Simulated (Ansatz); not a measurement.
# Phonons of TiAl3 (I4/mmm) against volume, part 3 of 3

Wanted: Grüneisen parameters and pressure coefficients of the modes of TiAl3 (I4/mmm).

Ansatz 0.2.0; DFT PBEsol, scalar-relativistic, plane waves, PAW; PAW set soft_1.

So far, highest optical mode at the zone centre (no LO-TO term) (cm⁻¹): step 4 (zone-centre response at rest) 351; step 6 (volume ratio 1.06) 322.

**8. Modes of this member: 0.9 times the volume at rest**

The zone-centre modes follow for 0.9 times the volume at rest.

Input file input.yaml:

```yaml
crystal:
  lattice:
    - [-1.8430068897, 1.8430068897, 4.1229465275]
    - [1.8430068897, -1.8430068897, 4.1229465275]
    - [1.8430068897, 1.8430068897, -4.1229465275]
  atoms:
    - { symbol: Al, position: [0.5, 0.5, 0.0] }
    - { symbol: Al, position: [0.75, 0.25, 0.5] }
    - { symbol: Al, position: [0.25, 0.75, 0.5] }
    - { symbol: Ti, position: [0.0, 0.0, 0.0] }
kpoints:
  mp_grid: { grid: [16, 16, 16] }
hamiltonian:
  xc: pbesol
  pseudopotentials: { kind: paw, azcp: { folder: soft_1 }, xc_functional: pbe }
scf:
  occupations: { method: methfessel_paxton, width: 0.2 }
output:
  eigenvalues: true
phonons:
  method: dfpt
```

On the command line:

```sh
$ ansatz run input.yaml --threads 4 --pin off --max-ram 16384MiB --backend cpu --events-out ev --progress --plain --runs-dir out
```

Numbers of over 12 decimals in the logs are rounded to 6 here.

The program printed:

```text
[...]
Crystal: 4 atoms, lattice volume = 56.017 Å³
Basis set: ecut = 420 eV, 1073 PW (Γ), exchange–correlation on 72×72×72 points (8 copies of the dense FFT grid, shifted against one another)
Bands: 15, of which v1, the nominal top of the filled ones, is band 11 counted from 1 (10 counted from 0)
Symmetry: 16 space group operations
k-points: 621 of 4096 (irreducible under 4 space group operations, time reversal used)
[...]
k-point 1: bands = [... 7 lower, 9.1660, 9.3203, 9.5940, 11.4376, 13.0022, 13.0512, 13.0636, 14.3354]
  k-point 2: bands = [... 7 lower, 8.7626, 8.9735, 9.6535, 10.6158, 12.9534, 13.2169, 13.2374, 14.6169]
  k-point 620: bands = [... 7 lower, 10.0388, 10.0388, 10.6006, 11.6540, 11.6540, 11.9970, 14.1768, 16.6966]
[...]
ASR residual: 2.939e-5 → 0.000e0 eV/Å²; symmetrization residual: 4.378e-6 eV/Å²
  ASR residual per site (eV/Å²): 2.41e-5 1.64e-5 1.64e-5 2.94e-5
[...]
[key lines of the parts left out:]
SCF converged after 9 iterations
Free energy (F): -4048.905444 eV
Fermi energy:    10.905265 eV
```

Wall time 1.7 min (4 threads of Arm Neoverse V1, shared host); peak memory 1.9 GiB.

This step gave:

```
sum-rule residual before enforcement                    : 2.94e-5 eV/Å²
highest optical mode at the zone centre (no LO-TO term) : 405.9 cm⁻¹
lowest optical zone-centre mode                         : 238.9 cm⁻¹
```

Patterns of degenerate modes are one choice out of their space. The modes at Γ (shares of kinetic energy by element, %):

```
mode  frequency (cm⁻¹)  symmetry  Al %  Ti %
   1               0.0  acoustic    63    37
   2               0.0  acoustic    63    37
   3               0.0  acoustic    63    37
   4             238.9       A2u    63    37
   5             268.9        Eu    73    27
   6             268.9        Eu    73    27
   7             302.4       B1g   100     0
   8             395.4       A2u    74    26
   9             403.5        Eg   100     0
  10             403.5        Eg   100     0
  11             405.9        Eu    64    36
  12             405.9        Eu    64    36
```

The lowest optical mode is real, 239 cm⁻¹, and the highest lies at 405.9 cm⁻¹.

Between step 4 and this run (volume ratio 0.9) the value for the highest optical mode at the zone centre (no LO-TO term) moves from 351 cm⁻¹ to 406 cm⁻¹ (+16 %).

**9. All members side by side**

The members are set side by side, also those not shown above.

Each row is one cell with its response, relaxed at fixed volume as far as symmetry leaves anything free; energies are extrapolated to zero smearing, and E0 is that at rest; shape and atoms are relaxed in each cell where symmetry leaves them free; all runs use 16×16×16 k points and Methfessel-Paxton smearing of 0.2 eV. State of the crystal along the series:

```
volume ratio  V (Å³/atom)  pressure (GPa)  E - E0 (meV/atom)  first cell vector (Å)  third cell vector (Å)
         0.9           14           14.52              64.61                  4.878                  4.878
        0.92        14.32              11              39.88                  4.914                  4.914
        0.94        14.63           7.819              21.65                   4.95                   4.95
        0.96        14.94           4.945              9.293                  4.986                  4.986
        0.98        15.25           2.348              2.247                  5.022                  5.022
        0.99         15.4           1.145             0.5539                  5.039                  5.039
           1        15.56         3.72e-4                  0                  5.057                  5.057
        1.02        15.87          -2.122              2.089                  5.091                  5.091
        1.04        16.18          -4.039              8.099                  5.126                  5.126
        1.06        16.49          -5.771              17.65                   5.16                   5.16
```

Each mode is tracked from rest by its pattern, and modes that stay within 0.3 cm⁻¹ of each other stand once; shape and atoms are relaxed in each cell where symmetry leaves them free; all runs use 16×16×16 k points and Methfessel-Paxton smearing of 0.2 eV. Optical modes along the series:

```
V (Å³/atom)  mode 4 A2u (cm⁻¹)  mode 5 Eu (cm⁻¹)  mode 7 B1g (cm⁻¹)  mode 8 A2u (cm⁻¹)  mode 9 Eg (cm⁻¹)  mode 11 Eu (cm⁻¹)
         14              238.9             268.9              302.4              395.4             403.5              405.9
      14.32              231.4             260.1              293.3              381.2             390.5              394.2
      14.63              224.2             251.7              284.4              367.5               378              382.9
      14.94              217.2             243.4              275.8              354.2             365.9                372
      15.25              210.4             235.3              267.3              341.3             354.2              361.3
       15.4                207             231.3              263.2                335             348.5              356.1
      15.56              203.7             227.4              259.1              328.8             342.9                351
      15.87              197.2             219.7              251.1              316.7             331.9                341
      16.18              190.8             212.2              243.3              304.9             321.2              331.2
      16.49              184.6             204.9              235.7              293.4             310.9              321.8
```

From cubic fits (parabolas where under five rows exist) of ln ω and P against ln V through the rows within about 4 % of rest: γ = −d ln ω / d ln V and dω/dP = γ ω / B. Slopes at rest:

```
      mode  fitted frequency at rest (cm⁻¹)  Grüneisen parameter γ  dω/dP (cm⁻¹/GPa)
mode 4 A2u                            203.7                   1.62              2.95
 mode 5 Eu                            227.4                   1.71              3.49
mode 7 B1g                            259.1                   1.56              3.64
mode 8 A2u                            328.8                   1.87              5.51
 mode 9 Eg                            342.9                   1.62              4.99
mode 11 Eu                              351                   1.45              4.56
```

**10. Outcome**

```json
{"members": "10", "highest optical mode at the zone centre (no LO-TO term), at rest": "351.0 cm⁻¹", "bulk modulus at rest": "111 GPa", "mode 7 B1g, γ": "1.56", "mode 8 A2u, γ": "1.87", "mode 9 Eg, γ": "1.62", "mode 11 Eu, γ": "1.45"}
```

**Reading.** The series spans -5.8 to 14.5 GPa, and the slope at rest gives a bulk modulus of 111 GPa. Among the modes in the table of slopes γ runs from 1.45 (mode 11 Eu) to 1.87 (mode 8 A2u). One k mesh and one cutoff serve the ground states and modes of all volumes. These are harmonic frequencies at zero temperature: anharmonic shifts, linewidths and thermal expansion are left out. With no gap, or one that is small against the smearing, the frequencies hang on the k mesh and the smearing, most of all near Kohn anomalies. The runs are without spin polarisation, although the cell has an odd electron count. The PAW files were made for PBE; the program adapts parts of them to the functional of the run, but their partial waves stay those of PBE, an approximation that was not tested in this session. Only the zone centre was solved, so an instability at another wavevector cannot show here.

[Logs are printed without paths, hosts, clocks, repeated set-up lines and the standing remarks that a program may print on its own settings, such as how far it seeks lower states.]

[Hosts, paths, dates, database ids (printed as entryN), source tags and the programs' standing remarks are cut or masked in the printed files.]
